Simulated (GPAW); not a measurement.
# STM contrast on Zr2CO2 MXene monolayer

What would a tunnelling microscope show on Zr2CO2 MXene monolayer?

Calculated with GPAW 26.7.0; GPAW, PAW setups; layer in a repeated cell with vacuum, relaxation of atoms and in-plane cell, in the first sound run; inputs show where later runs differ.

## 1. Set-up

The cell holds 5 atoms: 2 O, 2 Zr and 1 C. Its edges and angles: a = 3.289 Å, b = 3.289 Å, c = 20.953 Å, α = 90.0°, β = 90.0°, γ = 120.0°. Vacuum lies along c.

## 2. Relaxing the atoms

Forces are removed first; all later runs use this geometry.

Contents of run.py:

```python
import json
import numpy as np
from ase import Atoms
from ase.filters import FrechetCellFilter
from ase.optimize import BFGS
from gpaw import GPAW, PW

slab = Atoms(
    ['O', 'Zr', 'C', 'Zr', 'O'],
    positions=[
        [-0.00000, 1.89891, 8.00000],
        [1.64450, 0.94945, 9.17872],
        [0.00000, 0.00000, 10.47647],
        [-0.00000, 1.89891, 11.77423],
        [1.64450, 0.94945, 12.95295]],
    cell=[[3.289, 0.0, 0.0], [-1.6445, 2.84836, 0.0], [0.0, 0.0, 20.9529]],
    pbc=[True, True, True])

slab.calc = GPAW(mode=PW(600), xc='PBE', kpts={'size': (12, 12, 1), 'gamma': True},
                 occupations={'name': 'fermi-dirac', 'width': 0.05}, nbands='160%',
                 convergence={'density': 1e-05}, maxiter=200,
                 symmetry={'tolerance': 1e-3}, txt='slab.txt')
result = {}
# The in-plane cell is free; stress needs a cell that repeats along all three vectors
path = []
opt = BFGS(FrechetCellFilter(slab, mask=[1, 1, 0, 0, 0, 1]), maxstep=0.2)
opt.attach(lambda: path.append((slab.get_potential_energy(), slab.positions.tolist(), slab.get_forces().tolist())))
result['relaxed'] = bool(opt.run(fmax=0.02, steps=45))
result['path'] = path
result['cell'] = slab.cell.tolist()
print('in-plane lattice', slab.cell.cellpar().round(4)[[0, 1, 5]])
energy = slab.get_potential_energy()
fermi = slab.calc.get_fermi_level()
v = slab.calc.get_electrostatic_potential().mean((0, 1)) - fermi
n = slab.calc.get_pseudo_density().mean((0, 1))
L = slab.cell[2, 2]
z = np.arange(len(v)) * L / len(v)
low, high = slab.positions[:, 2].min(), slab.positions[:, 2].max()
below, above = np.interp([low - 5.8, high + 5.8], z, v)
slopes = [np.interp(x, z, np.gradient(v, z)) for x in (low - 5.8, high + 5.8)]
eps = np.array([[slab.calc.get_eigenvalues(k, s) for k in range(len(slab.calc.get_ibz_k_points()))]
                for s in range(slab.calc.get_number_of_spins())]) - fermi
top, bottom = eps[eps < 0].max(), eps[eps > 0].min()
dipole = slab.get_dipole_moment()[2]
print(f'energy {energy:.4f} eV, Fermi level {fermi:.4f} eV, dipole {dipole:.5f} e A')
print(f'potential 5.8 A off the faces, from the Fermi level: lower {below:.4f} eV, upper {above:.4f} eV')
print(f'slope of the potential there: lower {slopes[0]:.5f}, upper {slopes[1]:.5f} eV/A')
print(f'nearest levels on the mesh: {top:.4f} and {bottom:.4f} eV')
print('magnetic moment', round(slab.get_magnetic_moment(), 3))
result.update(energy=energy, fermi=fermi, dipole=dipole, below=below, above=above, slopes=slopes, edges=[top, bottom],
              z=z.tolist(), v=v.tolist(), n=n.tolist(), positions=slab.positions.tolist(),
              forces=slab.get_forces(apply_constraint=False).tolist(), moments=slab.get_magnetic_moments().tolist())
json.dump(result, open('result.json', 'w'))
```

Launch:

```
$ OMP_NUM_THREADS=1 OPENBLAS_NUM_THREADS=1 python run.py
```

Log:

```text
Step          Energy          fmax
BFGS:    0      -44.553318        5.013407
BFGS:    1      -45.290228        2.263864
BFGS:    2      -45.520392        0.380702
BFGS:    3      -45.525957        0.314060
BFGS:    4      -45.542874        0.169190
BFGS:    5      -45.544765        0.138076
BFGS:    6      -45.546970        0.137527
BFGS:    7      -45.550628        0.102613
BFGS:    8      -45.555271        0.054982
BFGS:    9      -45.556997        0.018235
in-plane lattice [  3.2822   3.2822 120.    ]
energy -45.5570 eV, Fermi level -0.2840 eV, dipole 0.00074 e A
potential 5.8 A off the faces, from the Fermi level: lower 4.8912 eV, upper 4.8880 eV
slope of the potential there: lower 0.00019, upper 0.00115 eV/A
nearest levels on the mesh: -0.4409 and 0.4903 eV
magnetic moment 0.0
```

It took 7 min on 1 thread of Intel Xeon at 2.60GHz (Ice Lake), shared host; peak memory 0.43 GiB.

Numbers from this step:

* dipole along the normal: 7.38e-4 e·Å
* levels nearest the Fermi level on the mesh: -0.4409, 0.4903 eV from the Fermi level

The electrostatic potential energy of an electron (without an applied field's), less the Fermi level, planar mean by z:

```tsv
z (Å)	electrostatic potential energy of an electron (without an applied field's), less the Fermi level, planar mean (eV)
0	4.89
1	4.89
2	4.89
3	4.89
4	4.89
5	4.89
6	4.88
7	4.45
8	-8.58
9	-21.7
10	-5.08
11	-5.12
12	-21.2
13	-7.09
14	4.50
15	4.87
16	4.88
17	4.89
18	4.89
19	4.89
20	4.89
```

Table of pseudo valence density, planar mean by z:

```tsv
z (Å)	pseudo valence density, planar mean (e/Å³)
5.0	3.6e-5
5.5	1.9e-4
6.0	9.7e-4
6.5	0.00525
7.0	0.0298
7.5	0.183
8.0	0.753
8.5	0.849
9.0	1.15
9.5	0.666
10.0	0.432
10.5	0.472
11.0	0.426
11.5	0.723
12.0	1.13
12.5	0.857
13.0	0.693
13.5	0.160
14.0	0.0254
14.5	0.00434
15.0	8.1e-4
15.5	1.6e-4
16.0	3.1e-5
```

The relaxation lowered the energy of the cell by 1.00 eV (energies extrapolated to zero smearing; the optimiser's log prints free energies). The largest force left on a free atom is 0.018 eV/Å.

## 3. Plane waves, PBE

The work function is the vacuum plateau of the electrostatic potential less the Fermi level; a dipole layer lets the two faces have plateaus of their own.

This step: GPAW, PAW setups; slab in vacuum (GPAW 26.7.0).

The cell differs from the one that the last finished run ended in (c 20.953 → 20.642 Å).

Contents of run.py:

```python
import json
import numpy as np
from ase import Atoms
from ase.dft.stm import STM
from gpaw import GPAW, PW

slab = Atoms(
    ['O', 'Zr', 'C', 'Zr', 'O'],
    positions=[
        [-0.00000, 1.89499, 8.00000],
        [1.64111, 0.94749, 8.92181],
        [-0.00000, -0.00000, 10.32116],
        [-0.00000, 1.89499, 11.72052],
        [1.64111, 0.94749, 12.64233]],
    cell=[[3.28222, 0.0, 0.0], [-1.64111, 2.84249, 0.0], [0.0, 0.0, 20.6423]],
    pbc=[True, True, False])

slab.calc = GPAW(mode=PW(500), xc='PBE', kpts={'size': (12, 12, 1), 'gamma': True},
                 occupations={'name': 'fermi-dirac', 'width': 0.05}, nbands='160%',
                 convergence={'density': 1e-05}, maxiter=200,
                 poissonsolver={'dipolelayer': 'xy'},
                 symmetry={'tolerance': 1e-3}, txt='slab.txt')
result = {}
energy = slab.get_potential_energy()
fermi = slab.calc.get_fermi_level()
v = slab.calc.get_electrostatic_potential().mean((0, 1)) - fermi
n = slab.calc.get_pseudo_density().mean((0, 1))
L = slab.cell[2, 2]
z = np.arange(len(v)) * L / len(v)
low, high = slab.positions[:, 2].min(), slab.positions[:, 2].max()
below, above = np.interp([low - 5.8, high + 5.8], z, v)
slopes = [np.interp(x, z, np.gradient(v, z)) for x in (low - 5.8, high + 5.8)]
eps = np.array([[slab.calc.get_eigenvalues(k, s) for k in range(len(slab.calc.get_ibz_k_points()))]
                for s in range(slab.calc.get_number_of_spins())]) - fermi
top, bottom = eps[eps < 0].max(), eps[eps > 0].min()
dipole = slab.get_dipole_moment()[2]
print(f'energy {energy:.4f} eV, Fermi level {fermi:.4f} eV, dipole {dipole:.5f} e A')
print(f'potential 5.8 A off the faces, from the Fermi level: lower {below:.4f} eV, upper {above:.4f} eV')
print(f'slope of the potential there: lower {slopes[0]:.5f}, upper {slopes[1]:.5f} eV/A')
print(f'nearest levels on the mesh: {top:.4f} and {bottom:.4f} eV')
print('magnetic moment', round(slab.get_magnetic_moment(), 3))
result.update(energy=energy, fermi=fermi, dipole=dipole, below=below, above=above, slopes=slopes, edges=[top, bottom],
              z=z.tolist(), v=v.tolist(), n=n.tolist(), positions=slab.positions.tolist(),
              forces=slab.get_forces(apply_constraint=False).tolist(), moments=slab.get_magnetic_moments().tolist())

# Images need the states of the whole zone, up to time reversal
slab.calc = slab.calc.fixed_density(symmetry={'point_group': False}, txt='states.txt', nbands='250%',
                                    convergence={'bands': 'CBM+1.8'})
stm = STM(slab)
result['stm'] = []
for bias in [-2.0, -1.0, 1.5]:
    height = high + 3.0
    current = stm.get_averaged_current(bias, height)
    x, y, h = stm.scan(bias, current)
    i, f = divmod(height / L * stm.ldos.shape[2], 1)
    I = abs((1 - f) * stm.ldos[:, :, int(i)] + f * stm.ldos[:, :, int(i) + 1])
    print(f'bias {bias} V: mean current at 3.0 A {current:.4e}, corrugation {np.ptp(h):.4f} A')
    result['stm'].append(dict(bias=bias, current=current, h=(h - high).tolist(), I=I.tolist()))
json.dump(result, open('result.json', 'w'))
```

Log:

```text
energy -44.8428 eV, Fermi level -0.2089 eV, dipole 0.00044 e A
potential 5.8 A off the faces, from the Fermi level: lower 4.8896 eV, upper 4.8814 eV
slope of the potential there: lower 0.00051, upper -0.00051 eV/A
nearest levels on the mesh: -0.4377 and 0.4868 eV
magnetic moment 0.0
bias -2.0 V: mean current at 3.0 A 6.0186e-06, corrugation 0.2761 A
bias -1.0 V: mean current at 3.0 A 1.2613e-07, corrugation 0.2947 A
bias 1.5 V: mean current at 3.0 A 6.9803e-06, corrugation 0.2138 A
```

Run time: 3.4 min. Hardware: 1 thread; peak memory 0.69 GiB.

Numbers from this step:

* dipole along the normal: 4.39e-4 e·Å
* levels nearest the Fermi level on the mesh: -0.4377, 0.4868 eV from the Fermi level
* upper work function: 4.881 eV
* lower work function: 4.890 eV
* corrugation -2: 0.2761 Å
* corrugation -1: 0.2947 Å
* corrugation 1.5: 0.2138 Å
* upper ionisation energy: 5.319 eV

The electrostatic potential energy of an electron (without an applied field's), less the Fermi level, planar mean by z:

```tsv
z (Å)	electrostatic potential energy of an electron (without an applied field's), less the Fermi level, planar mean (eV)
0.0	4.89
0.5	4.89
1.0	4.89
1.5	4.89
2.0	4.89
2.5	4.89
3.0	4.89
3.5	4.89
4.0	4.89
4.5	4.89
5.0	4.89
5.5	4.88
6.0	4.86
6.5	4.75
7.0	4.12
7.5	0.389
8.0	-12.3
8.5	-15.5
9.0	-21.5
9.5	-9.48
10.0	-5.89
10.5	-7.80
11.0	-6.66
11.5	-19.1
12.0	-18.5
12.5	-13.2
13.0	-2.46
13.5	3.62
14.0	4.65
14.5	4.84
15.0	4.87
15.5	4.88
16.0	4.88
16.5	4.88
17.0	4.88
17.5	4.88
18.0	4.88
18.5	4.88
19.0	4.88
19.5	4.88
20.0	4.88
20.5	4.88
```

Pseudo valence density, planar mean against z:

```tsv
z (Å)	pseudo valence density, planar mean (e/Å³)
5	6.3e-5
6	0.00167
7	0.0545
8	0.873
9	1.13
10	0.450
11	0.448
12	0.992
13	0.493
14	0.0149
15	5.0e-4
16	2.0e-5
```

Tip height over the top atom over a1 and a2. Sample bias -2 V, constant current at the mean current 3.0 Å over the top atom.

Ten even steps from '_' (2.84 Å) to '@' (3.11 Å):
```
..----====++************++====----..
==------====++++++++++====------====
====--------========--------====++++
++====----::------::----====++++++++
**++==--::........::--==++**********
##**++==--..__..--==++**############
##**++==--....--==++**####%%%%%%%%##
****++==--..--==++****##%%%%%%%%%%##
****++==::::==++****####%%@@@@%%####
****++------++****####%%@@@@@@%%####
##**==----==**######%%@@@@@@@@%%####
##++==--==++####%%%%@@@@@@@@@@%%%%##
**==----==**##%%%%@@@@@@@@@@@@%%%%##
++==--==++**##%%%%@@@@@@@@@@%%%%##**
==----==++**##%%%%%%%%%%%%%%%%##**++
==--==++++**##%%%%######%%%%##**++++
....==++++**################**++++==
__..====++**####******####**++====..
```
Columns: a1 from 0 to 0.944; rows upwards: a2 from 0 to 0.944.

Local density of states summed over the bias window over a1 and a2. Sample bias -2 V, constant height 3.0 Å over the top atom.

Ten even steps from '0' (4.32 × 1e-6 arbitrary) to '9' (7.66 × 1e-6 arbitrary):
```
211134555555431112
210123444443210123
211122233222111233
332210111012233444
543200000023455665
654210001245677777
654310013456787787
654310134567888887
554200245567899876
654212456678999876
653223567789999877
642124678899999887
531135788999999887
310135778999998775
211245778888887754
212345788777887543
223345777667775433
122235666566653222
```
Columns: a1 from 0 to 0.944; rows upwards: a2 from 0 to 0.944.

Tip height over the top atom over a1 and a2. Sample bias -1 V, constant current at the mean current 3.0 Å over the top atom.

Values in Å, 12 rows by 16 columns, each cell a mean:
```
3.02 2.98 2.99 3.00 2.99 2.99 3.03 3.10 3.09 3.02 2.99 2.99 3.00 2.99 2.97 3.01
2.97 3.00 2.99 2.99 3.02 3.02 3.02 3.04 3.03 3.03 3.00 2.98 3.00 2.99 2.95 2.94
3.01 2.99 3.00 3.03 3.02 3.01 3.01 2.99 3.01 3.03 3.01 2.99 3.01 3.03 3.03 3.03
2.99 2.99 3.02 3.01 3.03 3.10 3.09 3.00 3.01 3.02 2.99 2.99 2.99 2.95 2.97 3.01
2.98 3.06 3.06 2.99 3.02 3.05 3.00 3.03 3.07 3.00 3.02 3.06 2.98 2.96 3.04 3.04
2.96 3.10 3.06 3.01 3.01 3.01 3.04 3.10 2.98 2.96 3.04 3.01 2.94 3.00 3.05 2.98
2.97 3.01 3.02 3.03 3.03 3.01 3.01 2.98 2.96 2.95 2.92 2.91 2.89 2.92 2.97 2.97
2.98 2.98 2.99 2.99 2.99 2.98 3.02 3.07 3.02 2.91 2.97 3.01 2.92 2.97 3.06 3.05
3.01 3.00 3.00 3.00 3.01 3.00 3.00 3.00 2.91 2.89 2.94 2.91 2.91 2.98 3.01 3.01
2.99 2.99 2.99 3.01 3.03 2.95 2.93 3.00 2.99 2.92 2.95 2.99 2.96 2.92 2.98 3.02
2.99 2.99 2.94 2.99 3.03 2.99 3.03 3.08 2.99 2.97 3.04 3.06 3.00 3.01 3.01 2.95
3.13 3.04 2.95 2.99 3.02 3.00 3.00 2.98 2.93 2.96 3.00 3.00 3.01 3.01 2.96 3.01
```
Columns: a1 from 0 to 0.944; rows upwards: a2 from 0 to 0.944.

Local density of states summed over the bias window over a1 and a2. Sample bias -1 V, constant height 3.0 Å over the top atom.

Ten even steps from '0' (0.97 × 1e-7 arbitrary) to '9' (1.87 × 1e-7 arbitrary):
```
422332246642233224
023323467643233200
233244333344233200
432453222354234444
323433553343234334
224325952342231013
246325523642540045
167323237614741474
166333366104400440
144454441011000110
223443224410220144
222222257402520475
333333344002200443
433343101000001013
222243004411440034
020043147414741340
440043354004533400
940243221112234204
```
Columns: a1 from 0 to 0.944; rows upwards: a2 from 0 to 0.944.

Tip height over the top atom over a1 and a2. Sample bias 1.5 V, constant current at the mean current 3.0 Å over the top atom.

Ten even steps from '_' (2.86 Å) to '@' (3.08 Å):
```
..::----==++####****####++==----::..
------====******++******====------==
==--======++++++++++++======--==++++
============++++++============++**++
++++**++==++++++++==++**++++++****++
####**++++++**++++++**####**********
%%##**++++++++++++**##%%%%########%%
%%**++++++++++++++**%%%%%%%%%%%%%%%%
##****++====++****##%%%%@@@@@@@@%%%%
%%##**++==++**##%%%%%%@@@@@@@@@@%%%%
%%##**====**##%%%%%%@@@@%%%%@@@@%%%%
##++======++##%%%%@@@@%%%%%%@@@@%%%%
++========++**##%%@@@@%%%%@@@@%%##**
==------==++**##%%@@@@@@@@@@%%##**++
==----==++****##%%@@@@@@@@%%##****++
--::--++******##%%%%%%%%%%##******++
....==++++++**%%%%%%%%%%%%**++++++==
__..--====++##%%%%##%%%%##++====--..
```
Columns: a1 from 0 to 0.944; rows upwards: a2 from 0 to 0.944.

Local density of states summed over the bias window over a1 and a2. Sample bias 1.5 V, constant height 3.0 Å over the top atom.

Ten even steps from '0' (5.45 × 1e-6 arbitrary) to '9' (8.24 × 1e-6 arbitrary):
```
111124676676421111
211134554554311122
211233444433211244
223322343223322454
444323443234444554
665434443456666666
875444444578766667
764433344678777778
765422456788899888
775323577888999888
864334688889999888
643234677899899877
421124667999999766
211124667999997664
211245667888876654
212455667888766554
112444678888764442
012224687778642221
```
Columns: a1 from 0 to 0.944; rows upwards: a2 from 0 to 0.944.

The layer is gapped, so the Fermi level lies somewhere inside the gap, set by smearing and numerics, and these work functions are no property of the material; the band edges below the vacuum level are. The potential is flat to 5.1e-4 eV/Å where it is read, so the vacuum is wide enough.

## 4. Outcome

| Quantity | Value |
| --- | --- |
| work function, upper and lower face (Fermi level placed in the gap by the smearing) | 4.881 and 4.890 eV |
| ionisation energy from the upper face (highest filled level on the mesh) | 5.32 eV |
| electron affinity from the upper face (lowest empty Kohn-Sham level on the mesh) | 4.39 eV |
| dipole along the normal | 4.4e-4 e Å |
| corrugation at -2 V | 0.276 Å as printed, 0.22 Å or less without short-wave noise |
| corrugation at -1 V | 0.295 Å as printed, 0.086 Å or less without short-wave noise |
| corrugation at 1.5 V | 0.214 Å as printed, 0.16 Å or less without short-wave noise |

**Reading.** At -2 V, -1 V and 1.5 V GPAW's map carries short-wave noise, which can't be real at this height: without waves under 1.5 Å it spans 0.22 Å against 0.28 Å printed, 0.086 Å against 0.29 Å printed and 0.16 Å against 0.21 Å printed. The reading below uses the filtered value, which may still be too high. The corrugation at constant current is largest at -2 V, where the tip height varies by 0.22 Å over the cell. Negative sample bias images filled states, positive bias empty ones. The levels nearest the Fermi level on the mesh lie 0.924 eV apart, so the slab is gapped there: the smearing puts the Fermi level inside the gap, and from either face the ionisation energy is the work function plus 0.44 eV. Both are Kohn-Sham levels on the mesh, and semilocal gaps are too small, so the affinity tends to come out too large and the ionisation energy too small. The images are of Tersoff-Hamann type: an s-wave tip, no tip-sample forces, heights closer than in a microscope. Biases count from a Fermi level whose place in the gap is arbitrary, so only their reach past the band edges has a meaning. The small printed dipole stands for a step of -8.5 meV from the lower to the upper face, and the probes find -8.3 meV; values this small are near the numerical noise of both. The layer's cell and atoms come from the relaxation; spin-orbit coupling and temperature are left out.

[Logs are printed without paths, hosts, clocks, repeated set-up lines and the standing remarks that a program may print on its own settings, such as how far it seeks lower states.]

[Hosts, paths, dates, database ids (printed as entryN), source tags and the programs' standing remarks are cut or masked in the printed files.]
